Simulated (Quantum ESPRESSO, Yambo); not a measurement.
# TiO2 (Rutile): G0W0 with Yambo, start to end, part 2 of 3

Aim: the G0W0 gap of TiO2 (Rutile) on PBE, step by step.

Quantum ESPRESSO 7.5 and Yambo 5.3.0; PBE and many-body steps on it, plane waves. Known limits of the many-body steps: not at the basis limit.

So far. Step 2 (Ground state): The gap is direct, at Γ.

## 3. Bands along the symmetry lines

Level of this step: DFT, PBE, plane waves, norm-conserving pseudopotentials (Quantum ESPRESSO).

The cheap functional maps the bands first; the places of the edges decide which points the dearer methods must see.

The input, pw.in:

```
&control
  calculation = 'bands'
  prefix = 'x'
  outdir = 'o'
  pseudo_dir = 'pseudo'
/
&system
  ibrav = 0
  nat = 6
  ntyp = 2
  ecutwfc = 76.0
  nbnd = 30
  force_symmorphic = .true.
/
&electrons
  conv_thr = 1e-9
  electron_maxstep = 80
  diago_full_acc = .true.
  diago_thr_init = 5e-6
/
ATOMIC_SPECIES
  Ti 47.867 Ti.upf
  O 15.999 O.upf
CELL_PARAMETERS angstrom
  4.5922000000 0.0000000000 0.0000000000
  0.0000000000 4.5922000000 0.0000000000
  0.0000000000 0.0000000000 2.9574000000
ATOMIC_POSITIONS crystal
  Ti 0.0000000000 0.0000000000 0.0000000000
  Ti 0.5000000000 0.5000000000 0.5000000000
  O 0.3049600000 0.3049600000 0.0000000000
  O 0.1950400000 0.8049600000 0.5000000000
  O 0.6950400000 0.6950400000 0.0000000000
  O 0.8049600000 0.1950400000 0.5000000000
K_POINTS crystal
  75
  0.00000000 0.00000000 0.00000000 1
  0.00000000 0.06250000 0.00000000 1
  0.00000000 0.12500000 0.00000000 1
  0.00000000 0.18750000 0.00000000 1
  0.00000000 0.25000000 0.00000000 1
  0.00000000 0.31250000 0.00000000 1
  0.00000000 0.37500000 0.00000000 1
  0.00000000 0.43750000 0.00000000 1
  0.00000000 0.50000000 0.00000000 1
  0.06250000 0.50000000 0.00000000 1
  0.12500000 0.50000000 0.00000000 1
  0.18750000 0.50000000 0.00000000 1
  0.25000000 0.50000000 0.00000000 1
  0.31250000 0.50000000 0.00000000 1
  0.37500000 0.50000000 0.00000000 1
  0.43750000 0.50000000 0.00000000 1
  0.50000000 0.50000000 0.00000000 1
  0.43750000 0.43750000 0.00000000 1
  0.37500000 0.37500000 0.00000000 1
  0.31250000 0.31250000 0.00000000 1
  0.25000000 0.25000000 0.00000000 1
  0.18750000 0.18750000 0.00000000 1
  0.12500000 0.12500000 0.00000000 1
  0.06250000 0.06250000 0.00000000 1
  0.00000000 0.00000000 0.00000000 1
  0.00000000 0.00000000 0.06250000 1
  0.00000000 0.00000000 0.12500000 1
  0.00000000 0.00000000 0.18750000 1
  0.00000000 0.00000000 0.25000000 1
  0.00000000 0.00000000 0.31250000 1
  0.00000000 0.00000000 0.37500000 1
  0.00000000 0.00000000 0.43750000 1
  0.00000000 0.00000000 0.50000000 1
  0.00000000 0.06250000 0.50000000 1
  0.00000000 0.12500000 0.50000000 1
  0.00000000 0.18750000 0.50000000 1
  0.00000000 0.25000000 0.50000000 1
  0.00000000 0.31250000 0.50000000 1
  0.00000000 0.37500000 0.50000000 1
  0.00000000 0.43750000 0.50000000 1
  0.00000000 0.50000000 0.50000000 1
  0.06250000 0.50000000 0.50000000 1
  0.12500000 0.50000000 0.50000000 1
  0.18750000 0.50000000 0.50000000 1
  0.25000000 0.50000000 0.50000000 1
  0.31250000 0.50000000 0.50000000 1
  0.37500000 0.50000000 0.50000000 1
  0.43750000 0.50000000 0.50000000 1
  0.50000000 0.50000000 0.50000000 1
  0.43750000 0.43750000 0.50000000 1
  0.37500000 0.37500000 0.50000000 1
  0.31250000 0.31250000 0.50000000 1
  0.25000000 0.25000000 0.50000000 1
  0.18750000 0.18750000 0.50000000 1
  0.12500000 0.12500000 0.50000000 1
  0.06250000 0.06250000 0.50000000 1
  0.00000000 0.00000000 0.50000000 1
  0.00000000 0.50000000 0.00000000 1
  0.00000000 0.50000000 0.06250000 1
  0.00000000 0.50000000 0.12500000 1
  0.00000000 0.50000000 0.18750000 1
  0.00000000 0.50000000 0.25000000 1
  0.00000000 0.50000000 0.31250000 1
  0.00000000 0.50000000 0.37500000 1
  0.00000000 0.50000000 0.43750000 1
  0.00000000 0.50000000 0.50000000 1
  0.50000000 0.50000000 0.00000000 1
  0.50000000 0.50000000 0.06250000 1
  0.50000000 0.50000000 0.12500000 1
  0.50000000 0.50000000 0.18750000 1
  0.50000000 0.50000000 0.25000000 1
  0.50000000 0.50000000 0.31250000 1
  0.50000000 0.50000000 0.37500000 1
  0.50000000 0.50000000 0.43750000 1
  0.50000000 0.50000000 0.50000000 1
```

Run with:

```sh
> OMP_NUM_THREADS=1 mpirun -n 4 pw.x -nk 4 -in pw.in > pw.out
```

What it wrote:

```text
[banner, memory and clock lines left out]
Program PWSCF v.7.5 starts

     Atomic positions and unit cell read from directory:
     o/x.save/

     Message from routine setup:
     using ibrav=0 with symmetry is DISCOURAGED, use correct ibrav instead

     G-vector sticks info

     bravais-lattice index     =            0
     lattice parameter (alat)  =       8.6780  a.u.
     unit-cell volume          =     420.8703 (a.u.)^3
     number of atoms/cell      =            6
     number of atomic types    =            2
     number of electrons       =        48.00
     number of Kohn-Sham states=           30
     kinetic-energy cutoff     =      76.0000  Ry
     charge density cutoff     =     304.0000  Ry
     Exchange-correlation= PBE
                           (   1   4   3   4   0   0   0)

     celldm(1)=   8.678000  celldm(2)=   0.000000  celldm(3)=   0.000000
     celldm(4)=   0.000000  celldm(5)=   0.000000  celldm(6)=   0.000000

     crystal axes: (cart. coord. in units of alat)
               a(1) = (   1.000000   0.000000   0.000000 )
               a(2) = (   0.000000   1.000000   0.000000 )
               a(3) = (   0.000000   0.000000   0.644005 )

     reciprocal axes: (cart. coord. in units 2 pi/alat)
               b(1) = (  1.000000  0.000000  0.000000 )
               b(2) = (  0.000000  1.000000  0.000000 )
               b(3) = (  0.000000  0.000000  1.552783 )
     Pseudo is Norm-conserving + core correction, Zval = 12.0
     Generated using ONCVPSP code by D. R. Hamann
     Using radial grid of 1586 points,  6 beta functions with:
     Pseudo is Norm-conserving + core correction, Zval =  6.0
     Generated using ONCVPSP code by D. R. Hamann
     Using radial grid of  936 points,  5 beta functions with:
     Ti               12.00    47.86700     Ti( 1.00)
     O                 6.00    15.99900     O ( 1.00)

      8 Sym. Ops., with inversion, found

   Cartesian axes

     site n.     atom                  positions (alat units)
         1        Ti     tau(   1) = (   0.0000000   0.0000000   0.0000000  )
         2        Ti     tau(   2) = (   0.5000000   0.5000000   0.3220025  )
         3        O      tau(   3) = (   0.3049600   0.3049600   0.0000000  )
         4        O      tau(   4) = (   0.1950400   0.8049600   0.3220025  )
         5        O      tau(   5) = (   0.6950400   0.6950400   0.0000000  )
         6        O      tau(   6) = (   0.8049600   0.1950400   0.3220025  )

     number of k points=    75
                       cart. coord. in units 2pi/alat
        k(    1) = (   0.0000000   0.0000000   0.0000000), wk =   0.0266667
        k(    2) = (   0.0000000   0.0625000   0.0000000), wk =   0.0266667
        k(    3) = (   0.0000000   0.1250000   0.0000000), wk =   0.0266667
[...]
[... 63 further rows ...]
        k(   74) = (   0.5000000   0.5000000   0.6793425), wk =   0.0266667
        k(   75) = (   0.5000000   0.5000000   0.7763914), wk =   0.0266667

     Dense  grid:    37691 G-vectors     FFT dimensions: (  50,  50,  32)

     The potential is recalculated from file :
     o/x.save/charge-density

     Starting wfcs are   36 randomized atomic wfcs

     Band Structure Calculation

     End of band structure calculation

          k = 0.0000 0.0000 0.0000 (  4679 PWs)   bands (ev):

   -47.7022 -47.6850 -24.0362 -24.0362 -23.8699 -23.8699 -23.8280 -23.7939
    -8.9940  -7.8255  -7.0733  -7.0733   3.3904   3.8036   4.2574   5.3279
     5.3279   6.6120   6.6120   7.1748   8.4480   8.7088   8.7089   9.1605
    11.0771  11.3797  11.6137  11.7076  11.7076  13.6134

          k = 0.0000 0.0625 0.0000 (  4690 PWs)   bands (ev):

[...]
11.1008  11.4130  11.6443  11.7237  11.7312  13.6423

          k = 0.0000 0.1250 0.0000 (  4702 PWs)   bands (ev):

[...]
11.1667  11.4986  11.7301  11.7702  11.7970  13.7072

[...]
k = 0.5000 0.5000 0.6793 (  4708 PWs)   bands (ev):

[...]
11.8508  11.8508  12.3829  12.3830  12.3999  12.3999

          k = 0.5000 0.5000 0.7764 (  4688 PWs)   bands (ev):

[...]
-7.6922  -7.6922  -7.4037  -7.4037   4.4472   4.4472   4.5989   4.5989
     5.6293   5.6293   6.4380   6.4380   7.8867   7.8867   8.4839   8.4839
    11.7933  11.7933  12.4209  12.4209  12.4255  12.4255

     XML data file, pseudopotentials, collected wavefunctions
```

Wall time 12 s (4 MPI ranks of Arm Neoverse V1, shared host); peak memory 0.27 GiB.

Numbers from this step:

```
gap                        : 1.917 eV
k of the valence top       : 0, 0, 0
k of the conduction bottom : 0, 0, 0
least direct gap           : 1.917 eV
```

The gap is 1.917 eV, as in the run before at this level.

Electronic bands along the path, in eV, zero at the top of the highest filled band:

| point | band 21 | band 22 | band 23 | band 24 | band 25 | band 26 | band 27 | band 28 |
| --- | --- | --- | --- | --- | --- | --- | --- | --- |
| Γ | -0.71 | -0.45 | -0.45 | 0.00 | 1.92 | 2.22 | 2.45 | 2.55 |
| halfway | -1.43 | -1.07 | -0.82 | -0.23 | 2.21 | 2.54 | 2.77 | 2.84 |
| X | -1.64 | -1.64 | -0.74 | -0.74 | 2.59 | 2.59 | 3.06 | 3.06 |
| halfway | -1.48 | -1.48 | -1.08 | -1.08 | 2.32 | 2.32 | 2.81 | 2.81 |
| M | -1.31 | -1.31 | -1.06 | -1.06 | 1.96 | 1.96 | 2.57 | 2.57 |
| halfway | -1.73 | -1.15 | -1.12 | -0.40 | 1.99 | 2.56 | 2.63 | 3.07 |
| Γ | -0.71 | -0.45 | -0.45 | 0.00 | 1.92 | 2.22 | 2.45 | 2.55 |
| halfway | -1.78 | -1.48 | -1.48 | -0.46 | 2.27 | 2.60 | 2.87 | 3.18 |
| Z | -2.35 | -2.35 | -1.42 | -1.42 | 3.01 | 3.01 | 3.21 | 3.21 |
| halfway | -1.78 | -1.78 | -1.61 | -1.61 | 2.49 | 2.49 | 3.23 | 3.23 |
| R | -2.04 | -2.04 | -1.03 | -1.03 | 1.95 | 1.95 | 3.24 | 3.24 |
| halfway | -1.52 | -1.52 | -0.88 | -0.88 | 2.21 | 2.21 | 3.25 | 3.25 |
| A | -1.27 | -1.27 | -0.68 | -0.68 | 2.63 | 2.63 | 3.26 | 3.26 |
| halfway | -1.83 | -1.56 | -1.38 | -1.18 | 2.14 | 2.81 | 3.23 | 3.24 |
| Z | -2.35 | -2.35 | -1.42 | -1.42 | 3.01 | 3.01 | 3.21 | 3.21 |
| jump to X | -1.64 | -1.64 | -0.74 | -0.74 | 2.59 | 2.59 | 3.06 | 3.06 |
| halfway | -1.97 | -1.97 | -0.85 | -0.85 | 2.60 | 2.60 | 3.23 | 3.23 |
| R | -2.04 | -2.04 | -1.03 | -1.03 | 1.95 | 1.95 | 3.24 | 3.24 |
| jump to M | -1.31 | -1.31 | -1.06 | -1.06 | 1.96 | 1.96 | 2.57 | 2.57 |
| halfway | -1.78 | -1.78 | -1.36 | -1.36 | 2.73 | 2.73 | 2.93 | 2.93 |
| A | -1.27 | -1.27 | -0.68 | -0.68 | 2.63 | 2.63 | 3.26 | 3.26 |

## 4. Empty states on the mesh, 4×4×6 mesh, 115 bands

The sums over transitions need many empty states on a uniform mesh; this step solves for them.

The input, pw.in:

```
&control
  calculation = 'nscf'
  prefix = 'x'
  outdir = 'o'
  pseudo_dir = 'pseudo'
/
&system
  ibrav = 0
  nat = 6
  ntyp = 2
  ecutwfc = 76.0
  nbnd = 115
  force_symmorphic = .true.
/
&electrons
  conv_thr = 1e-9
  electron_maxstep = 80
  diago_full_acc = .true.
  diago_thr_init = 5e-6
/
ATOMIC_SPECIES
  Ti 47.867 Ti.upf
  O 15.999 O.upf
CELL_PARAMETERS angstrom
  4.5922000000 0.0000000000 0.0000000000
  0.0000000000 4.5922000000 0.0000000000
  0.0000000000 0.0000000000 2.9574000000
ATOMIC_POSITIONS crystal
  Ti 0.0000000000 0.0000000000 0.0000000000
  Ti 0.5000000000 0.5000000000 0.5000000000
  O 0.3049600000 0.3049600000 0.0000000000
  O 0.1950400000 0.8049600000 0.5000000000
  O 0.6950400000 0.6950400000 0.0000000000
  O 0.8049600000 0.1950400000 0.5000000000
K_POINTS automatic
  4 4 6 0 0 0
```

What it wrote:

```text
[banner, memory and clock lines left out]
Program PWSCF v.7.5 starts

     Atomic positions and unit cell read from directory:
     o/x.save/

     Message from routine setup:
     using ibrav=0 with symmetry is DISCOURAGED, use correct ibrav instead

     G-vector sticks info

     bravais-lattice index     =            0
     lattice parameter (alat)  =       8.6780  a.u.
     unit-cell volume          =     420.8703 (a.u.)^3
     number of atoms/cell      =            6
     number of atomic types    =            2
     number of electrons       =        48.00
     number of Kohn-Sham states=          115
     kinetic-energy cutoff     =      76.0000  Ry
     charge density cutoff     =     304.0000  Ry
     Exchange-correlation= PBE
                           (   1   4   3   4   0   0   0)

     celldm(1)=   8.678000  celldm(2)=   0.000000  celldm(3)=   0.000000
     celldm(4)=   0.000000  celldm(5)=   0.000000  celldm(6)=   0.000000

     crystal axes: (cart. coord. in units of alat)
               a(1) = (   1.000000   0.000000   0.000000 )
               a(2) = (   0.000000   1.000000   0.000000 )
               a(3) = (   0.000000   0.000000   0.644005 )

     reciprocal axes: (cart. coord. in units 2 pi/alat)
               b(1) = (  1.000000  0.000000  0.000000 )
               b(2) = (  0.000000  1.000000  0.000000 )
               b(3) = (  0.000000  0.000000  1.552783 )
     Pseudo is Norm-conserving + core correction, Zval = 12.0
     Generated using ONCVPSP code by D. R. Hamann
     Using radial grid of 1586 points,  6 beta functions with:
     Pseudo is Norm-conserving + core correction, Zval =  6.0
     Generated using ONCVPSP code by D. R. Hamann
     Using radial grid of  936 points,  5 beta functions with:
     Ti               12.00    47.86700     Ti( 1.00)
     O                 6.00    15.99900     O ( 1.00)

      8 Sym. Ops., with inversion, found

   Cartesian axes

     site n.     atom                  positions (alat units)
         1        Ti     tau(   1) = (   0.0000000   0.0000000   0.0000000  )
         2        Ti     tau(   2) = (   0.5000000   0.5000000   0.3220025  )
         3        O      tau(   3) = (   0.3049600   0.3049600   0.0000000  )
         4        O      tau(   4) = (   0.1950400   0.8049600   0.3220025  )
         5        O      tau(   5) = (   0.6950400   0.6950400   0.0000000  )
         6        O      tau(   6) = (   0.8049600   0.1950400   0.3220025  )

     number of k points=    28
                       cart. coord. in units 2pi/alat
        k(    1) = (   0.0000000   0.0000000   0.0000000), wk =   0.0208333
        k(    2) = (   0.0000000   0.0000000   0.2587971), wk =   0.0416667
        k(    3) = (   0.0000000   0.0000000   0.5175943), wk =   0.0416667
[...]
[... 16 further rows ...]
        k(   27) = (  -0.2500000   0.2500000  -0.5175943), wk =   0.0833333
        k(   28) = (  -0.2500000   0.2500000   0.7763914), wk =   0.0416667

     Dense  grid:    37691 G-vectors     FFT dimensions: (  50,  50,  32)

     The potential is recalculated from file :
     o/x.save/charge-density

     Starting wfcs are   36 randomized atomic wfcs +   79 random wfcs

     Band Structure Calculation

     End of band structure calculation

          k = 0.0000 0.0000 0.0000 (  4679 PWs)   bands (ev):

   -47.7022 -47.6850 -24.0362 -24.0362 -23.8699 -23.8699 -23.8280 -23.7939
    -8.9940  -7.8255  -7.0734  -7.0733   3.3904   3.8036   4.2574   5.3278
     5.3278   6.6120   6.6120   7.1747   8.4480   8.7087   8.7087   9.1604
[...]
[... 3 further rows ...]
[...]
74.2069  74.6515  76.6167

          k = 0.0000 0.0000 0.2588 (  4679 PWs)   bands (ev):

[...]
[... 3 further rows ...]
[...]
74.4441  75.3538  75.4270

          k = 0.0000 0.0000 0.5176 (  4668 PWs)   bands (ev):

[...]
49.2291  49.7290  49.7290  51.6108  53.1332  53.7247  53.7836  53.7836
     [... 3 further rows ...]
    68.8553  68.9977  68.9977  69.8863  70.5080  70.6853  70.6853  71.6037
    72.2642  72.9677  73.2204

          k = 0.0000 0.0000-0.7764 (  4648 PWs)   bands (ev):

     [... further k-points ...]

     highest occupied, lowest unoccupied level (ev):     9.1604   11.0771

     XML data file, pseudopotentials, collected wavefunctions
```

Elapsed: 30 s, on 4 MPI ranks; peak memory 0.4 GiB; 2 min of CPU time.

Numbers from this step:

```yaml
gap: 1.917 eV
k_of_the_valence_top: 0, 0, 0
k_of_the_conduction_bottom: 0, 0, 0
least_direct_gap: 1.917 eV
k_points_computed: 28
lowest_point_of_the_top_converged_band_above_the_valence_top: 64.0600 eV
```

On this mesh the gap is 1.917 eV.

## 5. Conversion and set-up

This step: Yambo 5.3.0; conversion and set-up on PBE, plane waves, norm-conserving pseudopotentials.

The states are converted to the many-body program's format and the q mesh is built.

Run with:

```sh
> (cd o/x.save; p2y > p2y.log; mv SAVE ../..); yambo > setup.log
```

What it wrote:

```text
 Yambo, version 5.3.0

 [02] CORE Variables Setup
 =========================

  [02.01] Unit cells
  ==================

  Cell kind             :  Unknown
  Atoms in the cell     :  Ti  O
  number of Ti atoms    :  2
  number of O  atoms    :   4

  List of atomic masses
  Mass of Ti    :  47.86700
  Mass of O     :  15.99900

  List of atomic coordinates    : [cc]
  Ti1       :  0.000000  0.000000  0.000000  order 1
  Ti2       :  4.339000  4.339000  2.794338  order 2
  O1       :  2.646443  2.646443  0.000000  order 3
  O2       :  1.692557  6.985443  2.794338  order 4
  O3       :  6.031557  6.031557  0.000000  order 5
  O4       :  6.985443  1.692557  2.794338  order 6

  Alat factors          :  8.678000  8.678000  5.588676 [a.u.]
  Direct lattice volume :  420.8703 [a.u.]
  Direct lattice vectors:  A[ 1 ]  A[ 2 ]  A[ 3 ]
   A[ 1 ]:  1.000000  0.000000  0.000000  [iru]
   8.678000  0.000000  0.000000  [cc]
   A[ 2 ]:  0.000000  1.000000  0.000000  [iru]
   0.000000  8.678000  0.000000  [cc]
   A[ 3 ]:  0.000000  0.000000  1.000000  [iru]
   0.000000  0.000000  5.588676  [cc]

  Recip. lattice volume :  0.589375 [a.u.]
  Recip. lattice vectors:  B[ 1 ]  B[ 2 ]  B[ 3 ]
   B[ 1 ]:  1.000000  0.000000  0.000000  [iku]
   0.724036  0.000000  0.000000  [cc]
   B[ 2 ]:  0.000000  1.000000  0.000000  [iku]
   0.000000  0.724036  0.000000  [cc]
   B[ 3 ]:  0.000000  0.000000  1.000000  [iku]
   0.000000  0.000000  1.124271  [cc]

  [02.02] Symmetries
  ==================

  Inversion symmetry    : yes
  Spatial inversion     : yes
  Inversion index       :   5
  K-space Time-reversal : no
  Magnetic symmetries   : no
  Group table correct   : yes
  Symmetries units      :  [cc]

   [S 1]:  1.000000  0.000000  0.000000  0.000000  1.000000  0.000000  0.000000  0.000000  1.000000
   [S 2]: -1.000000  0.000000  0.000000  0.000000 -1.000000  0.000000  0.000000  0.000000  1.000000
   [S 3]:  0.000000  1.000000  0.000000  1.000000  0.000000  0.000000  0.000000  0.000000 -1.000000
[...]
[S 7]:  0.000000 -1.000000  0.000000 -1.000000  0.000000  0.000000  0.000000  0.000000  1.000000
   [S 8]:  0.000000  1.000000  0.000000  1.000000  0.000000  0.000000  0.000000  0.000000  1.000000

  [02.03] Reciprocal space
  ========================

  nG shells         :  2268
  nG charge         :   37691
  nG WFs            :   6025
  nC WFs            :   4748
  G-vecs. in first 80 shells:  [ Number ]
     1    5    9   11   19   23   31   39   47
    63   67   71   73   81   89   97  105  113
   129  137  145  161  177  181  189  197  201
[...]
713   721   737   753   761   777   793   809
  ...
  Shell energy in first 80 shells:  [ mHa ]
[...]
8911.88      9019.64      9080.82      9095.42      9342.94      9436.11      9543.87      9698.22      9881.76
[...]
K [14]         [rlu]:  0.250000  0.250000  0.166667
         WF components:   4713
  [... 13 further k-points ...]
  K [28]         [rlu]: -0.250000  0.250000  0.500000
         WF components:   4716

  [02.05] Energies & Occupations
  ==============================

  [X] === General ===
  [X] Electronic Temperature                        :  0.000000  0.000000 [eV K]
  [X] Bosonic    Temperature                        :  0.000000  0.000000 [eV K]
  [X] Finite Temperature mode                       : no
  [X] El. density                                   :  0.76964E+24 [cm-3]
  [X] Fermi Level                                   :  9.160422 [eV]

  [X] === Gaps and Widths ===
  [X] Conduction Band Min                           :  1.916629 [eV]
  [X] Valence Band Max                              :  0.000000 [eV]
  [X] Filled Bands                                  :  24
  [X] Empty Bands                                   :   25  115
  [X] Direct Gap                                    :  1.916629 [eV]
  [X] Direct Gap localized at k                     :  1
  [X] Indirect Gap                                  :  1.916629 [eV]
  [X] Indirect Gap between kpts                     :  1  1
  [X] Last valence band width                       :  1.613132 [eV]
  [X] 1st conduction band width                     :  1.090840 [eV]

  E @ K [ 1]:  [eV]
  -56.86263 -56.84543 -33.19663 -33.19662 -33.03035 -33.03035 -32.98838 -32.95428
[...]
occ @ K [ 1]
[...]
E @ K [ 2]:  [eV]
[...]
occ @ K [ 2]
[...]
E @ K [ 3]:  [eV]
[...]
occ @ K [ 3]
[...]
E @ K [ 8]:  [eV]
[...]
occ @ K [ 8]
[...]
E @ K [ 9]:  [eV]
[...]
occ @ K [ 9]
[...]
E @ K [10]:  [eV]
[...]
occ @ K [10]
[...]
E @ K [11]:  [eV]
[...]
occ @ K [11]
[...]
E @ K [12]:  [eV]
[...]
occ @ K [12]
[...]
E @ K [13]:  [eV]
[...]
occ @ K [13]
[...]
E @ K [14]:  [eV]
[...]
occ @ K [14]
[...]
[... 13 further k-points ...]
  E @ K [28]:  [eV]
[...]
occ @ K [28]
[...]
0.000000  0.000000  0.000000  0.000000  0.000000  0.000000  0.000000  0.000000
   0.000000  0.000000  0.000000  0.000000  0.000000  0.000000  0.000000  0.000000

 [03] Transferred momenta grid and indexing
 ==========================================

 IBZ Q-points                                      :  28
 BZ  Q-points                                      :   96

 K/Q-points units:
 rlu = crystal or reduced units; cc = cartesian coordinates; iku = interal k-units

 Q [ 1]         [rlu]:  0.000000  0.000000  0.000000
 Q [ 2]         [rlu]:  0.000000  0.000000  0.166667
 Q [ 3]         [rlu]:  0.000000  0.000000  0.333333
[...]
Q [ 8]         [rlu]:  0.000000  0.250000 -0.500000
 Q [ 9]         [rlu]:  0.000000 -0.500000  0.000000
 Q [10]         [rlu]:  0.000000 -0.500000  0.166667
     [... 16 further rows ...]
 Q [27]         [rlu]: -0.250000  0.250000 -0.333333
 Q [28]         [rlu]: -0.250000  0.250000  0.500000

  [03.01] X indexes
  =================

   [03.01.01] Sigma indexes
   ========================

 [06] Game Over & Game summary
```

It took 3 s on 1 MPI rank; peak memory 0.25 GiB.

[end of part 2 of 3]

[Paths, hosts, dates, memory and timing lines, banners, echoed tables and standing remarks are left out of the program output.]

[Logs are printed without paths, hosts, clocks, repeated set-up lines and the standing remarks that a program may print on its own settings, such as how far it seeks lower states.]

[Runs of the session that timed out or met a known fault of the program may be left out.]

[Hosts, paths, dates, database ids (printed as entryN), source tags and the programs' standing remarks are cut or masked in the printed files.]
